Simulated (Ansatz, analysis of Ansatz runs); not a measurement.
# CsLi2Cl3 (Immm), nudged elastic band: V_Cl hop (3.4 Å) (q = +1), part 3 of 3

Aim: the barrier of one jump in CsLi2Cl3 (Immm) at charge +1: V_Cl hop (3.4 Å). The model is a cell of 108 host atoms with 1 Cl taken out; Cl is the atom that moves.

Ansatz 0.2.0; plane-wave PAW DFT, PBEsol; nudged elastic band between two relaxed defect structures at fixed charge in a uniform background.

So far: Starting point; Relaxation of the start point, charge +1; Relaxation of the end point, charge +1.

## Step 4: Nudged elastic band, charge +1

3 movable images are laid between the ends on a pair-potential path, which keeps atoms from colliding in the first guess. Each image feels the true force across the path and a spring force along it. The highest image is set to climb to the top of the path.

This step: plane-wave PAW DFT, PBEsol; nudged elastic band between two relaxed defect structures at fixed charge in a uniform background.

qp1_c108k1s.neb/input.yaml

```yaml
crystal:
  lattice:
    - [13.50323186, 0.0, 0.0]
    - [0.0, -15.369514, 0.0]
    - [-4.50107729, 5.12317133, -12.24892595]
  atoms:
    - { symbol: Cs, position: [0.16806229, 0.16734109, 0.00355585] }
    - { symbol: Li, position: [0.0637399, 0.06529085, 0.19273102] }
    - { symbol: Li, position: [0.26911751, 0.26980497, 0.30638257] }
    - { symbol: Cl, position: [0.07657564, 0.24301213, 0.22974247] }
    - { symbol: Cl, position: [0.2569019, 0.09024332, 0.2700462] }
    - { symbol: Cl, position: [-0.00064629, 0.00216114, 1.336e-05] }
    - { symbol: Cs, position: [0.163983, 0.16537436, 0.49413601] }
    - { symbol: Li, position: [0.06483966, 0.0644587, 0.69292281] }
    - { symbol: Li, position: [0.27112451, 0.25937685, 0.8102463] }
    - { symbol: Cl, position: [0.08445664, 0.24877933, 0.73152892] }
    - { symbol: Cl, position: [0.25889926, 0.09091687, 0.77352595] }
    - { symbol: Cl, position: [0.00154664, 0.00109499, 0.50202207] }
    - { symbol: Cs, position: [0.16570089, 0.49889584, 0.00177121] }
    - { symbol: Li, position: [0.0648308, 0.39724536, 0.19305269] }
    - { symbol: Li, position: [0.26851235, 0.60163803, 0.30635346] }
    - { symbol: Cl, position: [0.07580543, 0.57579597, 0.22769762] }
    - { symbol: Cl, position: [0.25750885, 0.42377477, 0.27157079] }
    - { symbol: Cl, position: [0.00069683, 0.33124111, -3.89e-06] }
    - { symbol: Cs, position: [0.1628501, 0.49969491, 0.49931605] }
    - { symbol: Li, position: [0.06447495, 0.39853987, 0.69157272] }
    - { symbol: Li, position: [0.24733661, 0.60571111, 0.81510107] }
    - { symbol: Cl, position: [0.06484342, 0.57527104, 0.7248256] }
    - { symbol: Cl, position: [0.26699692, 0.44263369, 0.76003896] }
    - { symbol: Cl, position: [-0.00070165, 0.33306799, 0.49991208] }
    - { symbol: Cs, position: [0.16575734, 0.83676386, 0.00287561] }
    - { symbol: Li, position: [0.06403437, 0.73112201, 0.1933056] }
    - { symbol: Li, position: [0.26886503, 0.9358068, 0.30761069] }
    - { symbol: Cl, position: [0.07591954, 0.91057774, 0.22909842] }
    - { symbol: Cl, position: [0.25681519, 0.75805284, 0.27321251] }
    - { symbol: Cl, position: [-1.935e-05, 0.66732783, 0.00100239] }
    - { symbol: Cs, position: [0.16479843, 0.83214591, 0.49641186] }
    - { symbol: Li, position: [0.06421164, 0.72999326, 0.69181075] }
    - { symbol: Li, position: [0.27144161, 0.9465818, 0.8102644] }
    - { symbol: Cl, position: [0.08405242, 0.90617193, 0.73233751] }
    - { symbol: Cl, position: [0.26667379, 0.73269669, 0.7607271] }
    - { symbol: Cl, position: [-0.00020756, 0.66718814, 0.5001753] }
    - { symbol: Cs, position: [0.50232486, 0.16935089, 0.00721918] }
    - { symbol: Li, position: [0.39819746, 0.06366985, 0.19265505] }
    - { symbol: Li, position: [0.60284214, 0.26923456, 0.30783728] }
    - { symbol: Cl, position: [0.40961116, 0.24253036, 0.22816109] }
    - { symbol: Cl, position: [0.5910621, 0.09059653, 0.27184326] }
    - { symbol: Cl, position: [0.33495586, -0.0020038, -0.00085107] }
    - { symbol: Cs, position: [0.49888351, 0.16491954, 0.49445541] }
    - { symbol: Li, position: [0.39702781, 0.0640899, 0.69117596] }
    - { symbol: Li, position: [0.60195039, 0.26041175, 0.80988223] }
    - { symbol: Cl, position: [0.40957172, 0.24255236, 0.73016022] }
    - { symbol: Cl, position: [0.59008508, 0.09148801, 0.77321767] }
    - { symbol: Cl, position: [0.3334354, 0.00076433, 0.50090728] }
    - { symbol: Cs, position: [0.50045452, 0.50243017, 0.00230779] }
    - { symbol: Li, position: [0.39744801, 0.39855905, 0.19296406] }
    - { symbol: Li, position: [0.60257034, 0.60307382, 0.30708829] }
    - { symbol: Cl, position: [0.40919434, 0.57689343, 0.22846541] }
    - { symbol: Cl, position: [0.58952027, 0.42395018, 0.27082404] }
    - { symbol: Cl, position: [0.33402944, 0.33449661, -0.00086655] }
    - { symbol: Cs, position: [0.50362002, 0.50030431, 0.49974434] }
    - { symbol: Li, position: [0.39515106, 0.37615732, 0.68520408] }
    - { symbol: Li, position: [0.62975909, 0.6049156, 0.81555692] }
    - { symbol: Cl, position: [0.57384299, 0.44155355, 0.76098524] }
    - { symbol: Cl, position: [0.33350357, 0.33553059, 0.49904864] }
    - { symbol: Cs, position: [0.50139502, 0.83266045, 0.00290432] }
    - { symbol: Li, position: [0.39692188, 0.73166781, 0.19461254] }
    - { symbol: Li, position: [0.60331189, 0.93574444, 0.30812052] }
    - { symbol: Cl, position: [0.41002371, 0.90999286, 0.23003474] }
    - { symbol: Cl, position: [0.59069962, 0.75730709, 0.27130405] }
    - { symbol: Cl, position: [0.33063064, 0.66799117, 0.00222734] }
    - { symbol: Cs, position: [0.49911635, 0.83191418, 0.4954464] }
    - { symbol: Li, position: [0.39525891, 0.74765962, 0.68545981] }
    - { symbol: Li, position: [0.6024799, 0.94804715, 0.8106521] }
    - { symbol: Cl, position: [0.41063031, 0.91131138, 0.7305067] }
    - { symbol: Cl, position: [0.57334539, 0.73132397, 0.76054085] }
    - { symbol: Cl, position: [0.33297998, 0.66398933, 0.49929515] }
    - { symbol: Cs, position: [0.83433503, 0.16858222, 0.00386384] }
    - { symbol: Li, position: [0.73093017, 0.06405567, 0.19351642] }
    - { symbol: Li, position: [0.93521501, 0.26911223, 0.30737664] }
    - { symbol: Cl, position: [0.74242529, 0.24334422, 0.22805701] }
    - { symbol: Cl, position: [0.92304409, 0.09080303, 0.27144019] }
    - { symbol: Cl, position: [0.66500193, -0.00121837, -0.00047851] }
    - { symbol: Cs, position: [0.83391577, 0.16723895, 0.50160098] }
    - { symbol: Li, position: [0.73036778, 0.06487045, 0.69267575] }
    - { symbol: Li, position: [0.93645104, 0.27213562, 0.80797744] }
    - { symbol: Cl, position: [0.73713227, 0.24875908, 0.73178304] }
    - { symbol: Cl, position: [0.92223508, 0.08913973, 0.76691245] }
    - { symbol: Cl, position: [0.6666401, 0.00065125, 0.50171661] }
    - { symbol: Cs, position: [0.83573448, 0.49824618, 0.00215177] }
    - { symbol: Li, position: [0.73045305, 0.39849262, 0.19250702] }
    - { symbol: Li, position: [0.93581877, 0.60297826, 0.30748069] }
    - { symbol: Cl, position: [0.74316163, 0.57599247, 0.22847317] }
    - { symbol: Cl, position: [0.9236731, 0.42331412, 0.270106] }
    - { symbol: Cl, position: [0.66444297, 0.33458139, -0.00116264] }
    - { symbol: Cs, position: [0.83139944, 0.49845886, 0.49436672] }
    - { symbol: Li, position: [0.73025484, 0.39810652, 0.69168732] }
    - { symbol: Li, position: [0.93664237, 0.60413566, 0.81042826] }
    - { symbol: Cl, position: [0.75144109, 0.57470199, 0.72434113] }
    - { symbol: Cl, position: [0.92475973, 0.42073987, 0.77366623] }
    - { symbol: Cl, position: [0.66697515, 0.33291664, 0.49999036] }
    - { symbol: Cs, position: [0.83551877, 0.83664515, 0.00298601] }
    - { symbol: Li, position: [0.73329807, 0.73175569, 0.19550138] }
    - { symbol: Li, position: [0.93587343, 0.9361366, 0.30856244] }
    - { symbol: Cl, position: [0.74346389, 0.90979641, 0.22922073] }
    - { symbol: Cl, position: [0.92521909, 0.75833731, 0.27435556] }
    - { symbol: Cl, position: [0.67114676, 0.66737445, 0.00264719] }
    - { symbol: Cs, position: [0.83415604, 0.83441023, 0.5022444] }
    - { symbol: Li, position: [0.72968558, 0.72974272, 0.69166237] }
    - { symbol: Li, position: [0.93554767, 0.93362168, 0.80807722] }
    - { symbol: Cl, position: [0.73655986, 0.90603279, 0.73185332] }
    - { symbol: Cl, position: [0.92437788, 0.76195448, 0.77385205] }
    - { symbol: Cl, position: [0.66701471, 0.66752129, 0.4998767] }
total_charge: 1
basis:
  ecutwfc: 420
  xc_grid: 2
hamiltonian:
  xc: pbesol
kpoints:
  mp_grid: { grid: [1, 1, 1], shift: [0.25, 0.25, 0.25] }
scf:
  occupations: { method: fixed }
  max_iter: 150
output:
  forces: true
neb:
  images: 3
  f_tol: 0.04
  climbing: true
  initial_path: idpp
  max_iterations: 45
  order_check: false
  final_atoms:
    - { symbol: Cs, position: [0.16782698, 0.16864916, 0.00625848] }
    - { symbol: Li, position: [0.06390207, 0.06470705, 0.1932718] }
[... 16 atom lines left out ...]
    - { symbol: Cs, position: [0.16602275, 0.50115552, 0.49867407] }
[... 1 atom line left out ...]
    - { symbol: Li, position: [0.27172459, 0.58635402, 0.81574055] }
    - { symbol: Cl, position: [0.09310787, 0.60142069, 0.7404456] }
    - { symbol: Cl, position: [0.25690221, 0.42265985, 0.77033046] }
[... 8 atom lines left out ...]
    - { symbol: Li, position: [0.03686139, 0.72813308, 0.68571922] }
[... 2 atom lines left out ...]
    - { symbol: Cl, position: [0.39984466, 0.60313297, 0.74107184] }
[... 21 atom lines left out ...]
    - { symbol: Li, position: [0.60177321, 0.60419581, 0.80920107] }
[... 2 atom lines left out ...]
    - { symbol: Cs, position: [0.50409094, 0.83419537, 0.00194124] }
[... 4 atom lines left out ...]
    - { symbol: Cl, position: [0.33379581, 0.67005993, 0.00187858] }
[... 1 atom line left out ...]
    - { symbol: Li, position: [0.41975841, 0.72931784, 0.68606161] }
[... 2 atom lines left out ...]
    - { symbol: Cl, position: [0.602244, 0.75936965, 0.77646582] }
    - { symbol: Cl, position: [0.3360844, 0.66643028, 0.49899713] }
[... 35 atom lines left out ...]
    - { symbol: Cl, position: [0.66670894, 0.66665258, 0.50013909] }
```

Started as:

```
> ansatz run input.yaml --threads 8 --pin off --max-ram 14131MiB --backend cpu --events-out ev --progress --plain --runs-dir out
```

What it wrote:

```text
Warning: neb: disabling space-group detection — the band's intermediate images generally break the endpoint symmetry, so the full k-mesh is solved, and no spatial operation symmetrises the density, except that a semilocal band can use its path's symmetry [...]
[...]
parallel-image band execution: 2 concurrent image workers
NEB image 0
Crystal: 107 atoms, lattice volume = 2542.119 Å³
Basis set: ecut = 420 eV, 49711 PW (Γ), exchange–correlation on 192×216×192 points (8 copies of the dense FFT grid, shifted against one another)
Bands: 427, of which v1, the nominal top of the filled ones, is band 320 counted from 1 (319 counted from 0)
Symmetry: 1 space group operations
k-points: 1
[...]
SCF iter   1: F=—  HF=-164280.678977 eV  |F-HF|=—  |Δ(HF+E_count)|=         —  Δρ=2.74e-3  dr2=2.73e-1  ethr=1.77e-3  ⟨swp⟩=8.0  Hψ=1671  notcnv=0  defer=102
[...]
SCF iter   8: F=-164280.590495 eV  HF=-164280.590495 eV  |F-HF|=7.60e-9  |Δ(HF+E_count)|=   4.19e-7  Δρ=3.56e-7  dr2=5.34e-9  ethr=1.56e-11  ⟨swp⟩=4.0  Hψ=1262  notcnv=0
SCF 1 converged in 8 iterations: F = -164280.590495 eV  dr2 = 5.34e-9
[...]
NSCF: frozen V_eff on 1 k-points
NEB image 4
[...]
SCF 2 converged in 8 iterations: F = -164280.590195 eV  dr2 = 5.29e-9
[...]
NEB end point (image 0): max|allowed force component| = 7.709e-3 eV/Å (the criterion of neb.relax_end_points is 1.000e-2)
NEB end point (image 4): max|allowed force component| = 6.970e-3 eV/Å (the criterion of neb.relax_end_points is 1.000e-2)
NEB image 1
[...]
SCF 3 converged in 7 iterations: F = -164280.440966 eV  dr2 = 9.00e-8
NEB image 2
[...]
SCF 4 converged in 7 iterations: F = -164280.329891 eV  dr2 = 4.17e-8
NEB image 3
[...]
SCF 5 converged in 7 iterations: F = -164280.449727 eV  dr2 = 8.94e-8
NEB iter   1: max|band force component| = 3.711e-1 eV/Å  barrier→ = 0.2606 eV  barrier← = 0.2603 eV  CI = image 2  Δτ_max = 0.1065 Å  (37 SCF iters)
[... from here on, the SCF cycles and remarks between the steps are left out, and one step in 2 is shown ...]
NEB iter   2: max|band force component| = 1.491e-1 eV/Å  barrier→ = 0.1740 eV  barrier← = 0.1737 eV  CI = image 2  Δτ_max = 0.0948 Å  (18 SCF iters)
NEB iter   4: max|band force component| = 3.635e-2 eV/Å  barrier→ = 0.1383 eV  barrier← = 0.1380 eV  CI = image 2  Δτ_max = 0.0403 Å  (18 SCF iters)
NEB iter   6: max|band force component| = 3.048e-2 eV/Å  barrier→ = 0.1333 eV  barrier← = 0.1330 eV  CI = image 2  Δτ_max = 0.0341 Å  (17 SCF iters)
NEB iter   8: max|band force component| = 1.681e-2 eV/Å  barrier→ = 0.1322 eV  barrier← = 0.1319 eV  CI = image 2  Δτ_max = 0.0000 Å  (15 SCF iters)
SCF converged after 5 iterations
Free energy (F): -164280.458318 eV
[...]
Internal energy: -164280.458318 eV  (E = F + TS)
E sigma→0 (E₀):  -164280.458318 eV
Fermi energy:    2.042332 eV
[...]
--- Forces (eV/Å), atoms counted from 1 ---
  atom   1  Cs    -0.00006926    -0.00011670     0.00116711
  atom   2  Li     0.00004134     0.00041050    -0.00037026
  [... 16 atoms left out ...]
  atom  19  Cs     0.00169657    -0.00071280    -0.00172114
  [... 1 atom left out ...]
  atom  21  Li     0.00258424     0.00044774    -0.00058095
  [... 1 atom left out ...]
  atom  23  Cl     0.00231845     0.00120063    -0.00000059
  [... 8 atoms left out ...]
  atom  32  Li    -0.00156319     0.00002515     0.00174989
  [... 2 atoms left out ...]
  atom  35  Cl     0.00225622     0.00081272     0.00336457
  [... 24 atoms left out ...]
  atom  60  Cs    -0.00099388     0.00019030    -0.00232146
[...]
--- NEB band (5 images, 8 band iterations, 135 SCF iterations) ---
  forward barrier  = 0.132177 eV
  backward barrier = 0.131877 eV
  climbing image's point = of an order that was not read
  energies are F+E_penalty+E_count in eV, relative to image 0
  image     s (Å)  Δ vs image 0  max|band force component| (eV/Å)
      0    0.0000      0.000000                                 —
      1    0.8671      0.064368                          1.681e-2
  *   2    1.7341      0.132177                          5.051e-3
      3    2.5663      0.065930                          1.517e-2
      4    3.3985      0.000300                                 —
  climbing-image geometry (image 2):
  cell:  # Å, volume = 2542.1190 Å³
    - [13.50323186, 0.0, 0.0]
    - [0.0, -15.369514, 0.0]
    - [-4.50107729, 5.12317133, -12.24892595]
  atoms:
    - { symbol: Cs, position: [0.168778, 0.168788, 0.005521] }
    - { symbol: Li, position: [0.064414, 0.065241, 0.193203] }
    - { symbol: Li, position: [0.268825, 0.270758, 0.307498] }
    - { symbol: Cl, position: [0.076300, 0.243058, 0.229532] }
    - { symbol: Cl, position: [0.257241, 0.090991, 0.271753] }
    - { symbol: Cl, position: [0.000784, 0.002188, 0.000800] }
    - { symbol: Cs, position: [0.164592, 0.165357, 0.493701] }
    - { symbol: Li, position: [0.064459, 0.078618, 0.691174] }
    - { symbol: Li, position: [0.270715, 0.270485, 0.809414] }
    - { symbol: Cl, position: [0.078555, 0.246694, 0.729171] }
    - { symbol: Cl, position: [0.255379, 0.093078, 0.772125] }
    - { symbol: Cl, position: [0.002911, 0.000949, 0.502631] }
    - { symbol: Cs, position: [0.165158, 0.498632, 0.006829] }
    - { symbol: Li, position: [0.063865, 0.396752, 0.193814] }
    - { symbol: Li, position: [0.269545, 0.602900, 0.304770] }
    - { symbol: Cl, position: [0.075592, 0.576268, 0.229990] }
    - { symbol: Cl, position: [0.256778, 0.423605, 0.269943] }
    - { symbol: Cl, position: [-0.001455, 0.330538, -8.024970e-5] }
    - { symbol: Cs, position: [0.167725, 0.505156, 0.501415] }
    - { symbol: Li, position: [0.062929, 0.395313, 0.691554] }
    - { symbol: Li, position: [0.253528, 0.590426, 0.820058] }
    - { symbol: Cl, position: [0.072456, 0.585485, 0.731969] }
    - { symbol: Cl, position: [0.260592, 0.426717, 0.767644] }
    - { symbol: Cl, position: [0.002261, 0.335625, 0.501212] }
    - { symbol: Cs, position: [0.164080, 0.834624, 0.002180] }
    - { symbol: Li, position: [0.063618, 0.730734, 0.194029] }
    - { symbol: Li, position: [0.268643, 0.935389, 0.308034] }
    - { symbol: Cl, position: [0.076421, 0.910665, 0.229654] }
    - { symbol: Cl, position: [0.256190, 0.757710, 0.272535] }
[...]
- { symbol: Cs, position: [0.165259, 0.830624, 0.497965] }
    - { symbol: Li, position: [0.040548, 0.725140, 0.687236] }
    - { symbol: Li, position: [0.272723, 0.956935, 0.814086] }
[...]
- { symbol: Cs, position: [0.502237, 0.168588, 0.007408] }
    - { symbol: Li, position: [0.398019, 0.063239, 0.193691] }
    - { symbol: Li, position: [0.602408, 0.268716, 0.307911] }
[...]
- { symbol: Cs, position: [0.498010, 0.165199, 0.495640] }
[...]
- { symbol: Cs, position: [0.501568, 0.503268, 0.003227] }
[...]
- { symbol: Cs, position: [0.502650, 0.499320, 0.498883] }
[...]
- { symbol: Cs, position: [0.498933, 0.828677, -0.000556] }
[...]
- { symbol: Cs, position: [0.501685, 0.835370, 0.494309] }
[...]
- { symbol: Cs, position: [0.833397, 0.166260, 0.003001] }
[...]
- { symbol: Cs, position: [0.833391, 0.167658, 0.498112] }
[...]
- { symbol: Cs, position: [0.833441, 0.497616, 0.000864] }
[...]
- { symbol: Cs, position: [0.830205, 0.496108, 0.494329] }
[...]
- { symbol: Li, position: [0.935912, 0.601155, 0.810949] }
[...]
- { symbol: Cs, position: [0.836562, 0.837903, 0.006896] }
    - { symbol: Li, position: [0.733092, 0.732101, 0.194732] }
    - { symbol: Li, position: [0.936570, 0.936631, 0.309036] }
[...]
- { symbol: Cl, position: [0.924870, 0.758714, 0.274755] }
    - { symbol: Cl, position: [0.671503, 0.667795, 0.002026] }
    - { symbol: Cs, position: [0.833348, 0.836375, 0.500212] }
    - { symbol: Li, position: [0.730792, 0.732820, 0.690163] }
    - { symbol: Li, position: [0.938785, 0.934223, 0.809043] }
    - { symbol: Cl, position: [0.740314, 0.910919, 0.727685] }
    - { symbol: Cl, position: [0.917515, 0.762363, 0.778723] }
    - { symbol: Cl, position: [0.668058, 0.667716, 0.499276] }
```

Elapsed: 24 min, on 8 threads of Arm Neoverse N1, shared host; peak memory 9.8 GiB; 2.5 h of CPU time.

Images along the path:

```
image  path (Å)  energy (eV)      Cl35: x, y, z (Å)
    0     0.000       0.0000  0.177, -7.364, -9.318
    1     0.867       0.0644  0.561, -6.941, -9.212
    2     1.734       0.1322  1.131, -6.398, -9.194
    3     2.566       0.0659  1.675, -5.870, -9.161
    4     3.398       0.0003  2.064, -5.473, -9.077
```

Numbers from this step:

```yaml
free_energy: -164280.4583 eV
barrier_forward: 0.1322 eV
barrier_backward: 0.1319 eV
end_less_start: 3.00e-4 eV
hop_length: 2.682 Å
```

Track of the atom that was set to move:

```
image  x (Å)   y (Å)   z (Å)  nearest neighbour  distance (Å)
    0  0.177  -7.364  -9.318                 Li         2.353
    1  0.561  -6.941  -9.212                 Li         2.273
    2  1.131  -6.398  -9.194                 Li         2.237
    3  1.675   -5.87  -9.161                 Li         2.277
    4  2.064  -5.473  -9.077                 Li         2.349
```

The band met its tolerance of 0.04 eV/Å after 8 iterations, with image 2 on top (the start counts as 0). Cl35, which moves farthest between the ends, has 3 Li at 2.35 to 2.59 Å nearest at the start and 2 Li at 2.24 Å at the top.

## Step 5: Outcome

| Property | Result |
| --- | --- |
| barrier forward | 0.13 eV |
| barrier backward | 0.13 eV |
| end less start | 0.00 eV |
| hop length | 2.68 Å |
| band iterations, as the log counts them | 8 |

What this shows: The top of the band lies 0.13 eV above the start and 0.13 eV above the end. With an assumed prefactor of 1e13 per second it gives one hop a second along this one path at about 50 K. At the top Cl35 stands 2.24 Å from its nearest Li, 0.12 Å closer than at the start. The order of the top as a saddle was not checked for all atoms, so a bent path could be lower. No image-charge correction is applied; it largely cancels along a path if the charge stays localised alike. Limits: one k-point off the zone centre stands for the whole zone; spin–orbit coupling, which can matter with heavy atoms, is left out.

[Long decimals in the printed logs are rounded to 6 places.]

[Repeated set-up lines and some long k-point lines are left out of the logs, and relaxed atomic positions are cut to six decimals.]

[Logs are printed without paths, hosts, clocks, repeated set-up lines and the standing remarks that a program may print on its own settings, such as how far it seeks lower states.]

[Hosts, paths, dates, database ids (printed as entryN), source tags and the programs' standing remarks are cut or masked in the printed files.]
